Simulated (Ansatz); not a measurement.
## Dielectric function and optical constants of NaF (Villiaumite)

Aim: the dielectric function of NaF (Villiaumite), and the optical constants that follow from it.

Calculated with Ansatz 0.2.0; DFT, PBE, plane-wave PAW, default files, scalar-relativistic, independent-particle optical response without local fields.

Report form: inputs, costs, results and the conclusion, without the logs.

## 1. The system as given

The structure is cubic, space group Fm-3m (No. 225). Conventional cell: a = 4.640 Å, b = 4.640 Å, c = 4.640 Å, α = 90.00°, β = 90.00°, γ = 90.00°. Na has 6 F at 2.32 Å nearest. Nearest to F lie 6 Na at 2.32 Å. Farther neighbours, and contacts between anions beyond the nearest, are not listed.

## 2. Ground state and bands

First the ground state: is it a metal or has it a gap?

This step: DFT, PBE, plane-wave PAW, default files, scalar-relativistic, ground state (Ansatz 0.2.0).

The input, input.yaml:

```yaml
crystal:
  lattice:
    - [0.0, 2.32, 2.32]
    - [2.32, 0.0, 2.32]
    - [2.32, 2.32, 0.0]
  atoms:
    - { symbol: Na, position: [0.0, 0.0, 0.0] }
    - { symbol: F, position: [0.5, 0.5, 0.5] }
kpoints:
  mp_grid: { grid: [8, 8, 8] }
  band_path:
    path:
      - [[0.0, 0.0, 0.0], [0.5, 0.0, 0.5], [0.5, 0.25, 0.75], [0.375, 0.375, 0.75], [0.0, 0.0, 0.0], [0.5, 0.5, 0.5], [0.625, 0.25, 0.625], [0.5, 0.25, 0.75], [0.5, 0.5, 0.5], [0.375, 0.375, 0.75]]
      - [[0.625, 0.25, 0.625], [0.5, 0.0, 0.5]]
    npoints: 6
scf:
  occupations: { method: fermi_dirac, width: 0.05 }
  n_extra_bands: 6
hamiltonian:
  xc: pbe
  pseudopotentials: { kind: paw }
output:
  forces: true
  stress: true
  populations: true
  write_bands: true
  write_density: true
  write_potential: true
  elf: true
  volumetric_format: npy
```

The run is started by

```bash
> ansatz run input.yaml --threads 4 --pin off --max-ram 8192MiB --backend cpu --events-out ev --progress --plain --runs-dir out
```

Wall time 1.6 s (4 threads of Intel Xeon Platinum 8488C (Sapphire Rapids), shared host); peak memory 0.33 GiB; 2.3 s of CPU time.

Read-outs:

- free energy: -2297.4252 eV
- Fermi energy: 4.217 eV
- gap by band count: 6.295 eV
- electrons: 16
- symmetry operations: 48
- pressure: 1.922 GPa
- gap on the k-mesh: 6.295 eV
- volume: 24.97 Å³
- gap on the path: 6.295 eV
- least direct gap on the path: 6.295 eV

There is a gap, 6.29 eV on the path, so no carriers' term is needed. The cell is left with a pressure of 1.9 GPa, as it stands unrelaxed at this level.

The electronic bands at the labelled points (eV, zero at the Fermi level; v1 is the highest filled band, c1 the lowest empty one):

| point | v3 | v2 | v1 | c1 | c2 | c3 | c4 |
| --- | --- | --- | --- | --- | --- | --- | --- |
| Γ | -3.23 | -3.23 | -3.23 | 3.07 | 15.73 | 15.73 | 15.73 |
| halfway | -4.12 | -3.44 | -3.44 | 5.49 | 11.78 | 15.85 | 16.14 |
| X | -4.49 | -3.63 | -3.63 | 9.90 | 10.08 | 10.36 | 16.49 |
| halfway | -4.38 | -3.77 | -3.71 | 9.92 | 10.04 | 10.94 | 15.12 |
| W | -4.09 | -4.09 | -3.79 | 9.97 | 9.97 | 11.95 | 13.61 |
| halfway | -4.23 | -4.04 | -3.68 | 9.76 | 9.97 | 11.68 | 14.55 |
| K | -4.28 | -4.05 | -3.59 | 9.59 | 9.98 | 11.46 | 16.11 |
| halfway | -4.23 | -3.55 | -3.39 | 5.69 | 11.49 | 14.99 | 17.68 |
| Γ | -3.23 | -3.23 | -3.23 | 3.07 | 15.73 | 15.73 | 15.73 |
| halfway | -4.11 | -3.35 | -3.35 | 4.93 | 11.91 | 16.49 | 16.49 |
| L | -4.80 | -3.48 | -3.48 | 7.54 | 9.22 | 16.85 | 16.85 |
| halfway | -4.58 | -3.75 | -3.52 | 8.31 | 9.41 | 14.18 | 16.75 |
| U | -4.28 | -4.05 | -3.59 | 9.59 | 9.98 | 11.46 | 16.11 |
| halfway | -4.23 | -4.04 | -3.68 | 9.76 | 9.97 | 11.68 | 14.55 |
| W | -4.09 | -4.09 | -3.79 | 9.97 | 9.97 | 11.95 | 13.61 |
| halfway | -4.52 | -3.80 | -3.56 | 8.54 | 9.47 | 13.87 | 15.70 |
| L | -4.80 | -3.48 | -3.48 | 7.54 | 9.22 | 16.85 | 16.85 |
| halfway | -4.58 | -3.75 | -3.52 | 8.31 | 9.41 | 14.18 | 16.75 |
| K | -4.28 | -4.05 | -3.59 | 9.59 | 9.98 | 11.46 | 16.11 |
| jump to U | -4.28 | -4.05 | -3.59 | 9.59 | 9.98 | 11.46 | 16.11 |
| halfway | -4.43 | -3.76 | -3.62 | 9.91 | 10.03 | 10.66 | 16.15 |
| X | -4.49 | -3.63 | -3.63 | 9.90 | 10.08 | 10.36 | 16.49 |

Valence density in the ac plane of the conventional cell at fractional y = 0.000, with atoms of Na and F within 0.2 Å of it. It is the smooth field of the valence electrons, not physical close to the nuclei.

Values in e/Å³, 14 rows by 14 columns, each cell a mean:
```
14  6  0  0  0  2  7  9  4  1  0  0  2 11
 3  1  0  0  0  1  2  2  1  0  0  0  0  2
 0  0  0  0  0  0  0  0  0  0  0  0  0  0
 0  0  0  0  0  0  0  0  0  0  0  0  0  0
 1  1  0  0  0  0  0  1  0  0  0  0  0  1
 5  2  1  0  0  1  6  8  3  0  0  0  1  4
12  5  1  0  0  3 14 18  8  1  0  0  2  9
 9  4  1  0  0  2 11 14  6  0  0  0  2  7
 2  1  0  0  0  0  2  3  1  0  0  0  1  2
 0  0  0  0  0  0  0  0  0  0  0  0  0  0
 0  0  0  0  0  0  0  0  0  0  0  0  0  0
 1  0  0  0  0  0  1  1  1  0  0  0  0  0
 8  3  0  0  0  1  4  5  2  1  0  0  1  6
18  8  1  0  0  2  9 12  5  1  0  0  3 14
```

Electrostatic potential energy in the ac plane of the conventional cell at fractional y = 0.000, with atoms of Na and F within 0.2 Å of it. With pseudopotentials it is smooth inside the atoms' cores, unlike the true potential.

Ten even steps from '_' (-61 eV) to '@' (8 eV), each cell a mean:
```
__--%%@@@@##----==@@@@@@**..
++##@@@@@@@@##**%%@@@@@@%%**
@@@@@@@@@@@@@@@@@@@@@@@@@@@@
@@@@@@@@@@@@@@@@@@@@@@@@@@@@
%%@@@@@@@@@@%%%%%%@@@@@@@@@@
==**@@@@@@##--::++%%@@@@%%==
--==%%@@@@++____::%%@@@@**--
--==@@@@@@**..__--%%@@@@##--
**%%@@@@@@%%**++##@@@@@@@@##
@@@@@@@@@@@@@@@@@@@@@@@@@@@@
@@@@@@@@@@@@@@@@@@@@@@@@@@@@
%%%%@@@@@@@@@@%%@@@@@@@@@@%%
::++%%@@@@%%====**@@@@@@##--
__::%%@@@@**----==%%@@@@++__
```

## 3. Spectrum

With the density converged, the vertical transitions are summed over the zone.

This step: DFT, PBE, plane-wave PAW, default files, scalar-relativistic, independent-particle optical response without local fields (Ansatz 0.2.0).

input.yaml, the sections that differ from step 2:

```yaml
kpoints:
  mp_grid: { grid: [8, 8, 8] }
scf:
  occupations: { method: fixed }
output:
  optics:
    e_range: [0, 22]
    de: 0.05
    sigma: 0.2
    nscf_kmesh: { grid: [14, 14, 14] }
    bands: { spectra_wanted_up_to: 22 }
# crystal, hamiltonian: as in step 2
```

It took 3.1 s on 4 threads; peak memory 0.55 GiB; 10 s of CPU time.

Numbers from this step:

* electronic dielectric constant ε∞, mean of the axes: 1.910
* absorption onset, first axis (α over 10⁴ cm⁻¹, or the direct gap if that lies higher): 6.295 eV
* main peak of Im epsilon, first axis: 13.85 eV
* least direct gap on the mesh: 6.295 eV
* bands summed: 22
* spectra valid up to: 36.45 eV
* program's estimate of the k-sum error in Im epsilon: 0.06 %
* electrons in the f-sum: 6.297

The Im ε, any direction has structure finer than the step of the table below, so its rows give means over 1 eV. Peaks (eV: height): 11.1: 1.16, 13.8: 2.42, 20.2: 1.34.

Table of Im ε, any direction by photon energy; means over each step:

| photon energy (eV) | Im ε, any direction |
| --- | --- |
| 5 | 0 |
| 6 | 0.0510 |
| 7 | 0.494 |
| 8 | 0.672 |
| 9 | 0.753 |
| 10 | 0.839 |
| 11 | 1.06 |
| 12 | 0.851 |
| 13 | 0.745 |
| 14 | 1.81 |
| 15 | 0.925 |
| 16 | 0.840 |
| 17 | 0.763 |
| 18 | 0.714 |
| 19 | 0.969 |
| 20 | 1.23 |
| 21 | 0.545 |

The Re ε, any direction by photon energy:

| photon energy (eV) | Re ε, any direction |
| --- | --- |
| 0 | 1.91 |
| 1 | 1.92 |
| 2 | 1.93 |
| 3 | 1.96 |
| 4 | 2.02 |
| 5 | 2.11 |
| 6 | 2.34 |
| 7 | 2.43 |
| 8 | 2.23 |
| 9 | 2.12 |
| 10 | 2.05 |
| 11 | 1.94 |
| 12 | 1.60 |
| 13 | 2.00 |
| 14 | 1.09 |
| 15 | 1.01 |
| 16 | 1.20 |
| 17 | 1.13 |
| 18 | 1.22 |
| 19 | 1.49 |
| 20 | 0.916 |
| 21 | 0.567 |
| 22 | 0.834 |

The loss function −Im 1/ε at q → 0, any direction has structure finer than the step of the table below, so its rows give means over 1 eV. Peaks (eV: height): 14.4: 0.573, 20.7: 1.19.

Loss function −Im 1/ε at q → 0, any direction against energy loss; means over each step:

energy loss (eV), loss function −Im 1/ε at q → 0, any direction and a bar:
```
        5       0.00 
        6       0.01 
        7       0.08 ###
        8       0.12 ####
        9       0.15 #####
       10       0.17 ######
       11       0.23 ########
       12       0.25 #########
       13       0.16 #####
       14       0.37 #############
       15       0.49 #################
       16       0.40 ##############
       17       0.41 ##############
       18       0.35 ############
       19       0.34 ############
       20       0.57 ####################
       21       0.87 ##############################
```

The reflectivity at normal incidence, any direction has structure finer than the step of the table below, so its rows give means over 1 eV. Peaks (eV: height): 11.1: 5.75, 13.9: 13.0, 20.4: 11.3.

The reflectivity at normal incidence, any direction by photon energy; means over each step:

| photon energy (eV) | reflectivity at normal incidence, any direction (%) |
| --- | --- |
| 1 | 2.60 |
| 2 | 2.67 |
| 3 | 2.80 |
| 4 | 3.02 |
| 5 | 3.42 |
| 6 | 4.50 |
| 7 | 5.26 |
| 8 | 4.90 |
| 9 | 4.72 |
| 10 | 4.82 |
| 11 | 5.35 |
| 12 | 3.74 |
| 13 | 4.47 |
| 14 | 10.6 |
| 15 | 4.24 |
| 16 | 3.30 |
| 17 | 2.84 |
| 18 | 2.52 |
| 19 | 4.17 |
| 20 | 7.78 |
| 21 | 4.87 |

Refractive index n and extinction k against photon energy:

| photon energy (eV) | n | k |
| --- | --- | --- |
| 0.0 | 1.38 | 0 |
| 0.5 | 1.38 | 0 |
| 1.0 | 1.38 | 0 |
| 1.5 | 1.39 | 0 |
| 2.0 | 1.39 | 0 |
| 2.5 | 1.40 | 0 |
| 3.0 | 1.40 | 0 |
| 3.5 | 1.41 | 0 |
| 4.0 | 1.42 | 0 |
| 4.5 | 1.43 | 0 |
| 5.0 | 1.45 | 0 |
| 5.5 | 1.48 | 0 |
| 6.0 | 1.53 | 8.6e-4 |
| 6.5 | 1.60 | 0.0890 |
| 7.0 | 1.57 | 0.164 |
| 7.5 | 1.54 | 0.200 |
| 8.0 | 1.51 | 0.223 |
| 8.5 | 1.49 | 0.241 |
| 9.0 | 1.48 | 0.255 |
| 9.5 | 1.47 | 0.269 |
| 10.0 | 1.46 | 0.286 |
| 10.5 | 1.46 | 0.312 |
| 11.0 | 1.45 | 0.391 |
| 11.5 | 1.33 | 0.386 |
| 12.0 | 1.30 | 0.322 |
| 12.5 | 1.33 | 0.266 |
| 13.0 | 1.43 | 0.232 |
| 13.5 | 1.66 | 0.364 |
| 14.0 | 1.32 | 0.816 |
| 14.5 | 1.06 | 0.548 |
| 15.0 | 1.09 | 0.414 |
| 15.5 | 1.12 | 0.360 |
| 16.0 | 1.16 | 0.370 |
| 16.5 | 1.12 | 0.371 |
| 17.0 | 1.11 | 0.340 |
| 17.5 | 1.13 | 0.317 |
| 18.0 | 1.15 | 0.309 |
| 18.5 | 1.19 | 0.304 |
| 19.0 | 1.28 | 0.390 |
| 19.5 | 1.18 | 0.489 |
| 20.0 | 1.11 | 0.570 |
| 20.5 | 0.803 | 0.605 |
| 21.0 | 0.805 | 0.286 |
| 21.5 | 0.917 | 0.255 |
| 22.0 | 0.944 | 0.239 |

At chosen wavelengths:

| wavelength (nm) | n | k | R (%) | 1/α |
| --- | --- | --- | --- | --- |
| 1064 | 1.38 | 0.000 | 2.6 | over 1 mm |
| 800 | 1.39 | 0.000 | 2.6 | over 1 mm |
| 633 | 1.39 | 0.000 | 2.7 | over 1 mm |
| 532 | 1.39 | 0.000 | 2.7 | over 1 mm |
| 450 | 1.40 | 0.000 | 2.8 | over 1 mm |
| 365 | 1.41 | 0.000 | 2.9 | over 1 mm |
| 248 | 1.45 | 0.000 | 3.4 | over 1 mm |

A film 1 µm thick would pass 95 % of daylight and look colourless in transmission (x = 0.313, y = 0.329).

The first strong peak, at 11.12 eV, lies at the vertical distance of the highest filled and the lowest empty band at L (11.02 eV), a point of high symmetry, where critical points commonly lie; the match rests on energies alone.

The f-sum over the summed bands holds 6.3 of the cell's 16 electrons outside the frozen cores, 10 of which lie in bands more than 12 eV below the Fermi level, whose transitions come at higher energies. Up to 22 eV the strength has a mean oscillator energy of 13.7 eV, and these transitions give 72 % of ε∞ − 1 along x; the rest comes from higher ones.

## 4. Static response with local fields

Perturbation theory gives the static response with local fields and the functional's kernel, and it needs no empty bands.

This step: DFT, PBE, plane-wave PAW, default files, scalar-relativistic, static field response by perturbation theory with local fields (Ansatz 0.2.0).

input.yaml, the sections that differ from step 3:

```yaml
dielectric: {}
# crystal, kpoints, scf, hamiltonian: as in step 3
# output: removed
```

Run time: 1.2 s. Hardware: 4 threads; peak memory 0.36 GiB; 4 s of CPU time.

Read-outs:

```
electronic dielectric constant ε∞, mean of the axes : 1.872
```

ε∞ with local fields:

```
1.87 0.00 0.00
0.00 1.87 0.00
0.00 0.00 1.87
```

Diagonal elements. Born, by row:

| atom | Z*xx (e) | Z*yy (e) | Z*zz (e) |
| --- | --- | --- | --- |
| Na1 | 1.013 | 1.013 | 1.013 |
| F2 | -1.013 | -1.013 | -1.013 |

Mean Born charges are Na +1.01 and F -1.01, against formal valences of +1 and -1. They lie near the ionic values.

## 5. What came out

| Property | Result |
| --- | --- |
| gap on the path | 6.29 eV |
| least direct gap on the path | 6.29 eV |
| electronic dielectric constant ε∞, mean of the axes (independent particles) | 1.91 |
| absorption onset, first axis (α over 10⁴ cm⁻¹, or the direct gap if that lies higher) | 6.29 eV |
| main peak of Im epsilon, first axis | 13.8 eV |
| electronic dielectric constant ε∞, mean of the axes (static response with local fields) | 1.87 |

What this shows: At this level (PBE, independent particles) NaF has ε∞ = 1.91 (1.87 with local fields) and n = 1.38 at 1550 nm; absorption sets in near 6.3 eV, and Im ε peaks at 13.8 eV. The gap on the path is direct, 6.29 eV. Lines 0.2 eV wide carry a tail of absorption under the direct gap, past the threshold already at 6.21 eV. Absorption is strong from the direct gap on, 6.29 eV, in the ultraviolet, so the visible is passed. Im ε has its chief maxima at 11.12 eV (1.2), 13.85 eV (2.4) and 20.21 eV (1.3). The first strong peak, at 11.12 eV, lies at the vertical distance of the highest filled and the lowest empty band at L (11.02 eV), a point of high symmetry, where critical points commonly lie; the match rests on energies alone. A film 1 µm thick would pass 95 % of daylight and look colourless in transmission (x = 0.313, y = 0.329). With local fields and the functional's kernel the static response is 1.87 against 1.91 for independent particles (-2 %). In the base spectrum excitons and phonon-assisted transitions are missing, and so are local fields; PBE gaps are as a rule too small, which pulls the onset down and ε∞ up. In the base run ε includes the program's bounded estimate of what the bands above those summed add.

[Long decimals in the printed logs are rounded to 6 places.]

[Logs are printed without paths, hosts, clocks, repeated set-up lines and the standing remarks that a program may print on its own settings, such as how far it seeks lower states.]

[Hosts, paths, dates, database ids (printed as entryN), source tags and the programs' standing remarks are cut or masked in the printed files.]

[Where the starting crystal was built by hand or by swapping elements, it need not be the compound's stable phase.]

[The count of steps not shown may lack steps that the program refused or didn't finish.]
